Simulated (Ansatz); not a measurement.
# SrAlH3 (Pm-3m): a soft mode frozen in, part 3 of 3

Aim: this structure of SrAlH3 (Pm-3m) is to be tested for unstable modes, and one is followed downhill.

Ansatz 0.2.0; DFT PBEsol, scalar-relativistic, plane waves, PAW; PAW set soft_1.

So far. Step 5 (Energy along the mode, all amplitudes (two of the runs …): The energy still falls at the last step, so the rise lies beyond the steps tried. Step 7 (The new phase in its own primitive cell): The largest force component left is 0.96 meV/Å and the pressure is -0.003 GPa, within the tolerances set. The cell now holds 15.86 Å³/atom. The relaxed cell has a, b, c = 8.852, 9.352, 3.832 Å (conventional setting).

### Step 8. Modes of the new phase, k-mesh 6×6×10

A relaxed structure may still be a saddle point, so its zone-centre modes are computed. No field response is asked, since the mesh shows no gap.

input.yaml reads:

```yaml
crystal:
  lattice:
    - [4.4261018871, -4.6759029948, 0.0]
    - [4.4261018871, 4.6759029948, 0.0]
    - [0.0, 0.0, 3.8319145738]
  atoms:
    - { symbol: Sr, position: [0.2719193383, 0.7280806617, 0.5] }
    - { symbol: Sr, position: [0.7280806617, 0.2719193383, 0.5] }
    - { symbol: Al, position: [0.1726272387, 0.1726272387, 0.0] }
    - { symbol: Al, position: [0.8273727613, 0.8273727613, 0.0] }
    - { symbol: H, position: [0.1198525744, 0.8801474256, 0.0] }
    - { symbol: H, position: [0.8801474256, 0.1198525744, 0.0] }
    - { symbol: H, position: [0.5, 0.0, 0.5] }
    - { symbol: H, position: [0.0, 0.5, 0.5] }
    - { symbol: H, position: [0.0, 0.0, 0.5] }
    - { symbol: H, position: [0.5, 0.5, 0.5] }
kpoints:
  mp_grid: { grid: [6, 6, 10] }
hamiltonian:
  xc: pbesol
  pseudopotentials: { kind: paw, azcp: { folder: soft_1 }, xc_functional: pbe }
scf:
  occupations: { method: methfessel_paxton, width: 0.2 }
output:
  eigenvalues: true
phonons:
  method: dfpt
```

The run is started by

```console
> ansatz run input.yaml --threads 4 --pin off --max-ram 10240MiB --backend cpu --events-out ev --progress --plain --runs-dir out
```

What it wrote:

```text
zone centre: on kpoints.mp_grid the ground state, and the responses unless they are solved on pairs of k-points, stand on 120 of the mesh's 360 k-points, reduced under 2 symmetry operations, with k and −k counted as one. Each operation leaves every solved displacement unchanged or reverses it
[...]
Crystal: 10 atoms, lattice volume = 158.611 Å³
Basis set: ecut = 420 eV, 3145 PW (Γ), exchange–correlation on 90×90×54 points (8 copies of the dense FFT grid, shifted against one another)
Bands: 26, of which v1, the nominal top of the filled ones, is band 16 counted from 1 (15 counted from 0)
Symmetry: 8 space group operations
k-points: 120 of 360 (irreducible under 2 space group operations, time reversal used)
[...]
SCF iter   1: F=—  HF=-8128.907839 eV  |F-HF|=—  |Δ(HF+E_count)|=         —  Δρ=5.47e-2  dr2=6.67e0  ethr=3.10e-3  ⟨swp⟩=9.9  Hψ=22060  notcnv=0
[...]
SCF iter  13: F=-8126.510803 eV  HF=-8126.510803 eV  |F-HF|=7.28e-12  |Δ(HF+E_count)|=  5.46e-12  S|Δr|=    0.00e0  Δρ=1.99e-8  dr2=1.78e-12  ethr=1.00e-12  ⟨swp⟩=15.7  Hψ=20785  notcnv=0
SCF 1 converged in 13 iterations: F = -8126.510803 eV  dr2 = 1.78e-12
[...]
DFPT response loops at Γ: preconditioner auto → Kerker (q_TF=auto, 2.089 Å⁻¹) (partly filled bands, converged f_vac=0.000); β = 1.00, the filter's whole step (`scf.mixing.beta` (0.50) is not read by the response loops under this deck's `scf.mixing.preconditioner`; to damp them name `kerker` or `kerker_dos`, under which they read `scf.mixing.beta`, and type it under 1.00, their step now; both keys bind the ground state too); Broyden in place of MSR1
SCF converged after 13 iterations
[...]
Free energy (F): -8126.510803 eV
[...]
Internal energy: -8126.513413 eV  (E = F + TS)
E sigma→0 (E₀):  -8126.511455 eV
Entropy (-TS):   0.002610 eV (0.261 meV/atom)
Fermi energy:    4.397915 eV
[...]
--- Band table (eV; the first three rows and the last of 120) ---
  k-point 0: bands = [... 12 lower, 1.8478, 2.0876, 2.7657, 5.0864, 6.2808, 6.6046, 6.7255, 6.8076, ... 6 higher]
  k-point 1: bands = [... 12 lower, 1.9067, 2.0344, 2.5904, 4.9642, 6.1241, 6.4117, 6.7928, 7.0436, ... 6 higher]
  k-point 2: bands = [... 12 lower, 1.6339, 2.0827, 2.4680, 4.6386, 6.0818, 6.2280, 6.5549, 6.7929, ... 6 higher]
  k-point 119: bands = [... 12 lower, 1.3667, 2.2658, 2.5185, 3.7041, 6.3633, 6.3825, 6.5664, 7.3456, ... 6 higher]
--- Phonons (Γ-DFPT): 18 representative perturbations + reference, on 120 of 360 k-points (Σ response iterations 56) ---
  k mesh reduced under 2 symmetry operations, with k and −k counted as one. Each operation leaves every solved displacement unchanged or reverses it
  ASR residual: 4.645e-5 → 0.000e0 eV/Å²; symmetrization residual: 3.883e-7 eV/Å²
  ASR residual per site (eV/Å²): 4.65e-5 4.65e-5 1.52e-5 1.52e-5 4.23e-6 4.23e-6 3.01e-6 3.01e-6 2.65e-7 6.47e-6
  Γ frequencies (cm⁻¹): -604.20 -536.80 -436.29 -432.93 -399.31 -369.59 -326.30 -209.20 -100.40 0.00 0.00 0.00 51.33 105.58 112.50 140.84 141.24 170.50 254.95 286.82 816.15 871.33 934.89 1041.02 1085.18 1095.72 1172.77 1413.65 1468.41 1647.70
  non-analytic LO–TO correction: not included (Born effective charges unavailable; polar crystals: no LO–TO splitting at Γ)
```

The job ended after 3.6 min (4 threads of Arm Neoverse V1, shared host; peak memory 1.6 GiB; 14 min of CPU time).

This step gave:

```
sum-rule residual before enforcement                    : 4.65e-5 eV/Å²
point group                                             : mmm
highest optical mode at the zone centre (no LO-TO term) : 1648 cm⁻¹
lowest optical zone-centre mode                         : -604.2 cm⁻¹
```

Patterns of degenerate modes are one choice out of their space. The modes at Γ (shares of kinetic energy by element, %) (negative means imaginary):

| mode | frequency (cm⁻¹) | symmetry | Sr % | Al % | H % |
| --- | --- | --- | --- | --- | --- |
| 1 | -604.2 | B2u | 0 | 1 | 99 |
| 2 | -536.8 | B1u | 0 | 2 | 98 |
| 3 | -436.3 | B3u | 0 | 5 | 95 |
| 4 | -432.9 | B1u | 1 | 0 | 99 |
| 5 | -399.3 | B3u | 1 | 0 | 98 |
| 6 | -369.6 | Au | 0 | 0 | 100 |
| 7 | -326.3 | B1u | 6 | 33 | 61 |
| 8 | -209.2 | B3u | 0 | 1 | 99 |
| 9 | -100.4 | B2g | 0 | 100 | 0 |
| 10 | 0.0 | acoustic | 74 | 23 | 3 |
| 11 | 0.0 | acoustic | 74 | 23 | 3 |
| 12 | 0.0 | acoustic | 74 | 23 | 3 |
| 13 | 51.3 | B3g | 100 | 0 | 0 |
| 14 | 105.6 | B3u | 23 | 69 | 8 |
| 15 | 112.5 | B1g | 27 | 73 | 1 |
| 16 | 140.8 | Ag | 95 | 5 | 0 |
| 17 | 141.2 | B1g | 73 | 26 | 1 |
| 18 | 170.5 | B2u | 24 | 74 | 1 |
| 19 | 254.9 | B1u | 18 | 42 | 39 |
| 20 | 286.8 | Ag | 5 | 95 | 0 |
| 21 | 816.1 | B3u | 0 | 2 | 98 |
| 22 | 871.3 | B1g | 0 | 1 | 99 |
| 23 | 934.9 | B2u | 0 | 2 | 98 |
| 24 | 1041.0 | B3g | 0 | 0 | 100 |
| 25 | 1085.2 | B2u | 0 | 0 | 100 |
| 26 | 1095.7 | B1u | 0 | 0 | 100 |
| 27 | 1172.8 | Ag | 0 | 0 | 100 |
| 28 | 1413.7 | B3u | 1 | 0 | 99 |
| 29 | 1468.4 | B2u | 0 | 0 | 100 |
| 30 | 1647.7 | B2u | 0 | 0 | 100 |

Displacements in mode 1 (-604.2 cm⁻¹), the largest set to 1:
```
Sr1  0.00 -0.01  0.00
Sr2  0.00 -0.01  0.00
Al3  0.00 -0.02  0.00
Al4  0.00 -0.02  0.00
H5   0.00  0.02  0.00
H6   0.00  0.02  0.00
H7  -0.17  1.00  0.00
H8   0.17  1.00  0.00
H9   0.00  0.03  0.00
H10  0.00 -0.01  0.00
```

Displacements in mode 3 (-436.3 cm⁻¹), the largest set to 1:
```
Sr1  0.00  0.00  0.00
Sr2  0.00  0.00  0.00
Al3 -0.05  0.00  0.00
Al4 -0.05  0.00  0.00
H5   0.11  0.00  0.00
H6   0.11  0.00  0.00
H7   0.11 -0.75  0.00
H8   0.11  0.75  0.00
H9   1.00  0.00  0.00
H10  0.47  0.00  0.00
```

Before it was imposed, the acoustic sum rule was missed by 4.6e-5 eV/Å². Small misses are needed for a sound result but don't prove that mesh and cutoff are converged. The lowest optical mode is imaginary, 604.2i cm⁻¹, so the energy falls along it.

### Step 9. What came out

```yaml
unstable_mode_of_the_parent: q = (0, -0.5, -0.5), 742i cm⁻¹
depth_at_the_lowest_point_sampled: 37.9 meV/atom
largest_atomic_shift_at_that_point: 0.6 Å
space_group_reached: Cmmm
energy_gained_over_the_parent_first_relaxation_on_the_mesh_of_the_frozen_mode: 236 meV/atom
volume_per_atom_phase_reached: 15.9 Å³
lowest_optical_zone_centre_mode_phase_reached: -604 cm⁻¹
highest_optical_mode_at_the_zone_centre_no_lo_to_term_phase_reached: 1648 cm⁻¹
```

**Reading.** Along this mode the structure falls into Cmmm, 236 meV/atom below the parent. At the parent's cell the well is 37.93 meV/atom deep on the steps tried, with its lowest point at a shift of 0.6 Å. That is the last step tried, so the steps alone don't bracket the bottom of the well. Relaxing atoms and cell changes the gain by +198.00 meV/atom against the lowest step (energies at zero smearing). Most of the total comes from this relaxation. The new phase still has an imaginary mode at the zone centre of its cell, so it is a saddle point on the way to a lower structure. Of the 6 patterns followed from this parent, this one ends 280 meV/atom above the lowest, R3m. Each path keeps the symmetry of its pattern, so a lower phase may lie along a pattern not tried. With no gap, or one that is small against the smearing, the frequencies hang on the k mesh and the smearing, most of all near Kohn anomalies. The volume moved by more than a tenth on the k mesh of the start, so the energy gain is rough. The PAW files were made for PBE and serve the other functionals too. A phonon run warned that its eigensolver left some bands unconverged in a pass.

[Long decimals in the printed logs are rounded to 6 places.]

[Logs are printed without paths, hosts, clocks, repeated set-up lines and the standing remarks that a program may print on its own settings, such as how far it seeks lower states.]

[Hosts, paths, dates, database ids (printed as entryN), source tags and the programs' standing remarks are cut or masked in the printed files.]

[Where the starting crystal was built by hand or by swapping elements, it need not be the compound's stable phase.]
